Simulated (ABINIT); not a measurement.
KZnF3 (Pm-3m): refractive index against wavelength

The refractive index of KZnF3 (Pm-3m) below the direct gap (5.71 eV on the mesh) is read from one computed spectrum, n = √(Re ε).

The structure is cubic, space group Pm-3m (No. 221). Conventional cell: a = 4.050 Å, b = 4.050 Å, c = 4.050 Å, α = 90.00°, β = 90.00°, γ = 90.00°. Zn on site b is surrounded by 6 F at 2.02 Å. K on site a is surrounded by 12 F at 2.86 Å. F on site c has 2 Zn at 2.02 Å as nearest neighbours.

Method: ABINIT 10.8.3, PBE, independent particles, k-mesh 8×8×8, Lorentzian half width 0.05 eV.

Launch of the response step: `optic optic.abi`. The run took 2.5 min, its band step included, on 4 threads of Arm Neoverse V1, with other jobs on the host.

| wavelength (nm) | photon energy E (eV) | n |
| --- | --- | --- |
| 700 | 1.771 | 1.5374 |
| 633 | 1.959 | 1.5399 |
| 532 | 2.331 | 1.5459 |
| 450 | 2.755 | 1.5546 |
| 405 | 3.061 | 1.5622 |
| 365 | 3.397 | 1.5721 |
| 308 | 4.025 | ? |

In the single-oscillator model n² − 1 = E₀E_d/(E₀² − E²), so 1/(n² − 1) = E₀/E_d − E²/(E₀E_d) is linear in E².

Working, on the rows shown:

| x = E² (eV²) | y = 1/(n² − 1) |
| --- | --- |
| 3.13716 | 0.733354 |
| 3.83641 | 0.729239 |
| 5.43137 | 0.719524 |
| 7.59115 | 0.705825 |
| 9.37179 | 0.694218 |
| 11.5384 | 0.679579 |

Means: x̄ = 6.8177, ȳ = 0.71029. Σ(x − x̄)(y − ȳ) = -0.3437, Σ(x − x̄)² = 53.76. Slope = -0.3437 / 53.76 = -0.006392; intercept = ȳ − slope · x̄ = 0.75387. Turned back into n, the line misses the rows shown by at most 0.00037.

Task: What does the fit predict for the withheld row, and how well does it do?

Result: At x = 16.204 the line gives y = 0.65029, that is 1.5930. The run gave 1.5963, so the extrapolation is off by 0.0033, 6 % of the range in the table.

Refitted with all rows, the slope is -0.006664 and the intercept 0.75546. These give E₀ = √(intercept/−slope) = 10.65 eV and E_d = E₀/intercept = 14.1 eV; E₀ is 1.9 times the direct gap. The electronic limit at long wavelengths, without lattice vibrations, is n = √(1 + 1/intercept) = 1.524. Excitons are left out and so are local fields; PBE gaps are as a rule too small. The values come from a sum over the points of one k-mesh and carry its error, which grows as the direct gap shrinks.
